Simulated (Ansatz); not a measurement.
# OH on W(110): change of the work function, part 2 of 2

Wanted: Δφ(θ) for OH/W(110), starting from the hollow site.

Ansatz 0.2.0; plane-wave DFT, RPBE, Ansatz PAW (the session's first sound run).

So far, work function, upper face (eV): step 2 (the clean slab) 4.73; step 3 (18 atoms, coverage 0.25 ML, cell 2x2) 3.11; step 4 (20 atoms, coverage 0.5 ML, cell 2x2) 2.17; step 5 (6 atoms, coverage 1 ML, cell 1x1) 1.71.

## Step 6: Work function against coverage

This step: plane-wave DFT, RPBE, Ansatz PAW; work function against coverage (Ansatz 0.2.0).

The runs are now put side by side.

This step gave:

- work function of the clean face: 4.733 eV
- largest change of the work function: -3.026 eV

Work function of the covered face against coverage:

```csv
coverage (adsorbates/nm²),work function of the covered face (eV)
0.00,4.73
3.54,3.11
7.08,2.17
14.16,1.71
```

The dipole per adsorbate comes from the change of the cell's dipole. Coverage, by row:

```csv
coverage (1/nm²),coverage (ML),work function (eV),change (eV),"dipole per adsorbate, positive end outwards (debye)",mean height of the added atoms over the highest substrate atom (Å)
3.541,0.25,3.113,-1.621,1.212,1.926
7.081,0.5,2.168,-2.565,0.964,1.931
14.16,1,1.707,-3.026,0.567,1.988
```

## Step 7: The 0.25 ML cell at another level of theory, cutoff 420 eV, functional PBEsol

This step: plane-wave DFT, PBEsol, Ansatz PAW (Ansatz 0.2.0).

System of this step: HW16O (OH/W(110)). The cell holds 18 atoms: 16 W, 1 O and 1 H. Cell: a = 5.473 Å, b = 5.473 Å, c = 27.414 Å, α = 90.0°, β = 90.0°, γ = 70.5°. Vacuum lies along c.

The geometry is kept and the functional is PBEsol.

The input, input.yaml:

```yaml
crystal:
  lattice:
    - [4.468914857, -3.16, 0.0]
    - [4.468914857, 3.16, 0.0]
    - [0.0, 0.0, 27.4138145965]
  atoms:
    - { symbol: W, position: [0.0, 0.0, 0.3283016294] }
    - { symbol: W, position: [0.25, 0.25, 0.4098100755] }
    - { symbol: W, position: [0.0021164634, 0.0021164634, 0.4925634528] }
    - { symbol: W, position: [0.2418031089, 0.2418031089, 0.5748008815] }
    - { symbol: W, position: [0.0, 0.5, 0.3283016294] }
    - { symbol: W, position: [0.25, 0.75, 0.4098100755] }
    - { symbol: W, position: [0.0018052737, 0.5001842759, 0.4935479348] }
    - { symbol: W, position: [0.2571027894, 0.7578099527, 0.5754155725] }
    - { symbol: W, position: [0.5, 0.0, 0.3283016294] }
    - { symbol: W, position: [0.75, 0.25, 0.4098100755] }
    - { symbol: W, position: [0.5001842759, 0.0018052737, 0.4935479348] }
    - { symbol: W, position: [0.7578099527, 0.2571027894, 0.5754155725] }
    - { symbol: W, position: [0.5, 0.5, 0.3283016294] }
    - { symbol: W, position: [0.75, 0.75, 0.4098100755] }
    - { symbol: W, position: [0.5001465333, 0.5001465333, 0.4935358588] }
    - { symbol: W, position: [0.7592470236, 0.7592470236, 0.5721975353] }
    - { symbol: O, position: [0.4168137949, 0.4168137949, 0.6282463921] }
    - { symbol: H, position: [0.3968327192, 0.3968327192, 0.6630641261] }
kpoints:
  mp_grid: { grid: [6, 6, 1] }
hamiltonian:
  xc: pbesol
scf:
  occupations: { method: fermi_dirac, width: 0.1 }
  convergence: { dr2_threshold: 1.0e-08 }
efield:
  axis: 3
  dipole_correction: true
  ramp_position: 0.97
  ramp_width: 0.06
output:
  write_potential: true
  write_density: true
  volumetric_format: npy
```

Started as:

```
> ansatz run input.yaml --threads 4 --pin off --max-ram 6144MiB --backend cpu --events-out ev --progress --plain --runs-dir out
```

Run time: 61 s. Hardware: 4 threads of Arm Neoverse V2, shared host; peak memory 2.9 GiB; 3.9 min of CPU time.

Numbers from this step:

```
energy at zero smearing        : -164669.9171 eV
work function, upper face      : 3.279 eV
work function, lower face      : 4.996 eV
dipole along the normal        : 0.2680 e·Å
step between the vacuum levels : -1.717 eV
```

The work function comes to 3.28 eV, +0.17 eV from the first level.

## Step 8: The 0.25 ML cell at another level of theory, cutoff 1380 eV, functional PBE

This step: plane-wave DFT, PBE, JTH PAW (Ansatz 0.2.0).

The geometry is kept and the functional is PBE; other changes against the main runs: JTH PAW files and cutoff 420 → 1380.

Changes to input.yaml since step 7:

```diff
@@ -27,3 +27,4 @@
 hamiltonian:
-  xc: pbesol
+  xc: pbe
+  pseudopotentials: { kind: paw, source: jth }
 scf:
```

The job ended after 7.5 min (4 threads; peak memory 5.5 GiB; 29 min of CPU time).

Numbers from this step:

```yaml
energy_at_zero_smearing: -166071.9950 eV
work_function_upper_face: 3.221 eV
work_function_lower_face: 4.896 eV
dipole_along_the_normal: 0.2613 e·Å
step_between_the_vacuum_levels: -1.674 eV
```

The work function comes to 3.22 eV, +0.11 eV from the first level.

## Step 9: The 0.25 ML cell at another level of theory, cutoff 500 eV, functional r2SCAN

This step: plane-wave DFT, r2SCAN, Ansatz PAW (Ansatz 0.2.0).

The geometry is kept and the functional is r2SCAN; other changes against the main runs: cutoff 420 → 500.

Changes to input.yaml since step 8:

```diff
@@ -27,4 +27,3 @@
 hamiltonian:
-  xc: pbe
-  pseudopotentials: { kind: paw, source: jth }
+  xc: r2scan
 scf:
```

The job ended after 1.9 min (4 threads; peak memory 4.5 GiB; 7.3 min of CPU time).

The work function comes to 3.24 eV, +0.12 eV from the first level.

## Step 10: The series together

Times are for 4 threads of Arm Neoverse V2, shared host. The series side by side:

```csv
no.,functional,"work function, upper face (eV)",dipole along the normal (e·Å),time,memory (GiB)
1,pbesol,3.279,0.2680,61 s,2.9
2,pbe,3.221,0.2613,7.5 min,5.5
3,r2scan,3.236,0.2723,1.9 min,4.5
```

## Step 11: A changed input

This step: plane-wave DFT, RPBE, Ansatz PAW (Ansatz 0.2.0).

System of this step: HW4O (OH/W(110)). The cell holds 6 atoms: 4 W, 1 O and 1 H. Its edges and angles: a = 2.737 Å, b = 2.737 Å, c = 27.414 Å, α = 90.0°, β = 90.0°, γ = 70.5°. Vacuum lies along c.

A run with a changed input: it repeats the earlier run at 1 ML with scf.mixing.preconditioner to kerker_dos, kpoints.mp_grid.shift to [0.5, 0.5, 0.0] and scf.initial_density.chi_scale to 0.0.

The input, input.yaml:

```yaml
crystal:
  lattice:
    - [2.2344574285, -1.58, 0.0]
    - [2.2344574285, 1.58, 0.0]
    - [0.0, 0.0, 27.4138145965]
  atoms:
    - { symbol: W, position: [0.0, 0.0, 0.3283016294] }
    - { symbol: W, position: [0.5, 0.5, 0.4098100755] }
    - { symbol: W, position: [0.0, 0.0, 0.4933378284] }
    - { symbol: W, position: [0.5, 0.5, 0.5739403455] }
    - { symbol: O, position: [0.84, 0.84, 0.635949971] }
    - { symbol: H, position: [0.84, 0.84, 0.6716983706] }
kpoints:
  mp_grid: { grid: [12, 12, 1], shift: [0.5, 0.5, 0.0] }
hamiltonian:
  xc: rpbe
scf:
  occupations: { method: fermi_dirac, width: 0.1 }
  convergence: { dr2_threshold: 1.0e-08 }
  mixing: { preconditioner: kerker_dos }
  initial_density: { chi_scale: 0.0 }
efield:
  axis: 3
  dipole_correction: true
  ramp_position: 0.97
  ramp_width: 0.06
relax:
  f_tol: 0.02
  max_steps: 60
  constraints: [{ sites: [0, 1] }]
output:
  bader: true
  write_potential: true
  write_density: true
  volumetric_format: npy
```

Run time: 3 min. Hardware: 4 threads; peak memory 0.63 GiB; 12 min of CPU time.

Relaxation path:

```csv
step,energy less that of the first step (eV),largest force component (eV/Å)
1,0.0000,2.2173
2,-0.2337,1.0550
3,-0.2568,0.5365
4,-0.2900,0.1579
5,-0.2920,0.1884
6,-0.2999,0.1707
7,-0.3000,0.5390
8,-0.3039,0.0932
9,-0.3047,0.0043
```

The run keeps the 2 symmetry operations that it works with, so distortions that break them were not tested.

The atoms that moved most (Å):

```csv
atom,dx,dy,dz,length
H6,-0.401,0.000,-0.254,0.474
O5,0.079,0.000,-0.128,0.150
W4,0.109,0.000,0.016,0.110
W3,0.013,0.000,-0.002,0.013
```

The relaxed structure:

```xyz
6
Lattice="2.2345 -1.5800 0.0000 2.2345 1.5800 0.0000 0.0000 0.0000 27.4138" Properties=species:S:1:pos:R:3
W     0.0000    0.0000    9.0000
W     2.2345    0.0000   11.2345
W     0.0129    0.0000   13.5222
W     2.3431    0.0000   15.7499
O     3.8330    0.0000   17.3061
H     3.3531    0.0000   18.1603
```

Numbers from this step:

| Quantity | Value |
| --- | --- |
| energy at zero smearing | -42173.0755 eV |
| work function, upper face | 1.703 eV |
| work function, lower face | 4.786 eV |
| dipole along the normal | 0.1203 e·Å |
| step between the vacuum levels | -3.083 eV |

```csv
quantity,this run,earlier run,difference
"work function, upper face (eV)",1.703,1.707,-0.0042
"work function, lower face (eV)",4.786,4.767,0.019
dipole along the normal (e·Å),0.1203,0.1194,8.9e-4
```

What moves beyond 0.01 in its unit (for the dipole 0.5 % and 5e-5 e·Å): work function, lower face (+0.0186 eV) and dipole along the normal (+0.000888 e·Å).

## Step 12: Varying the input

System of this step: W(110). The cell holds 4 atoms: 4 W. Cell: a = 2.737 Å, b = 2.737 Å, c = 24.703 Å, α = 90.0°, β = 90.0°, γ = 70.5°. Vacuum lies along c.

Another changed input: it repeats the earlier run at 0 ML with scf.occupations.width from 0.1 removed and scf.occupations.method from fermi_dirac to tetrahedron_uncorrected.

input.yaml, the sections that differ from step 11:

```yaml
crystal:
  lattice:
    - [2.2344574285, -1.58, 0.0]
    - [2.2344574285, 1.58, 0.0]
    - [0.0, 0.0, 24.7033722856]
  atoms:
    - { symbol: W, position: [0.0, 0.0, 0.3643227287] }
    - { symbol: W, position: [0.5, 0.5, 0.4547742429] }
    - { symbol: W, position: [0.0, 0.0, 0.5452257571] }
    - { symbol: W, position: [0.5, 0.5, 0.6356772713] }
kpoints:
  mp_grid: { grid: [12, 12, 1] }
scf:
  occupations: { method: tetrahedron_uncorrected }
  convergence: { dr2_threshold: 1.0e-08 }
output:
  write_potential: true
  write_density: true
  volumetric_format: npy
# hamiltonian, efield, relax: as in step 11
```

Wall time 29 s (4 threads); peak memory 0.54 GiB.

Relaxation path:

```csv
step,energy less that of the first step (eV),largest force component (eV/Å)
1,0.0000,0.6766
2,0.0436,1.1626
3,-0.0156,0.0273
4,-0.0157,0.0113
```

Relaxation step 2 was tried and not accepted.

The run keeps the 4 symmetry operations that it works with, so distortions that break them were not tested.

The atoms that moved most (Å):

```csv
atom,dx,dy,dz,length
W3,0.000,0.000,0.057,0.057
W4,0.000,0.000,0.032,0.032
```

Final coordinates:

```xyz
4
Lattice="2.2345 -1.5800 0.0000 2.2345 1.5800 0.0000 0.0000 0.0000 24.7034" Properties=species:S:1:pos:R:3
W     0.0000    0.0000    9.0000
W     2.2345    0.0000   11.2345
W     0.0000    0.0000   13.5257
W     2.2345    0.0000   15.7359
```

This step gave:

```
work function, upper face      : 4.710 eV
work function, lower face      : 4.741 eV
dipole along the normal        : 0.001227 e·Å
step between the vacuum levels : -0.03143 eV
```

```csv
quantity,this run,earlier run,difference
"work function, upper face (eV)",4.710,4.733,-0.023
"work function, lower face (eV)",4.741,4.766,-0.025
dipole along the normal (e·Å),0.001227,0.001281,-5.5e-5
```

What moves beyond 0.01 in its unit (for the dipole 0.5 % and 5e-5 e·Å): work function, lower face (-0.0247 eV), work function, upper face (-0.0233 eV) and dipole along the normal (-5.45e-05 e·Å).

## Step 13: What came out

```
work function of the clean face                        : 4.73 eV
work function at 0.25 ML                               : 3.11 eV
work function at 0.5 ML                                : 2.17 eV
work function at 1 ML                                  : 1.71 eV
dipole per adsorbate at 0.25 ML, positive end outwards : 1.21 D
```

In words: OH lowers the work function of W(110) at the lowest coverage, by 1.62 eV: the adsorbate layer has its positive end outwards. The dipole per adsorbate falls from 1.21 to 0.57 D as the layer fills. Neighbouring dipoles depolarise each other, and heights and bonding change with coverage too. The slab has 4 layers, at the tabulated experimental lattice constant, one starting site was run, and quantum-size effects of a slab this thin can reach one or two tenths of an eV. The main runs have no spin polarisation; a magnetic state could lie lower and would change these results.

[Logs are printed without paths, hosts, clocks, repeated set-up lines and the standing remarks that a program may print on its own settings, such as how far it seeks lower states.]

[Hosts, paths, dates, database ids (printed as entryN), source tags and the programs' standing remarks are cut or masked in the printed files.]

[Maps of the electrostatic potential energy from Ansatz leave out the sawtooth potential of an applied field or a dipole correction, so their vacuum need not be flat; planar profiles and work functions include it.]
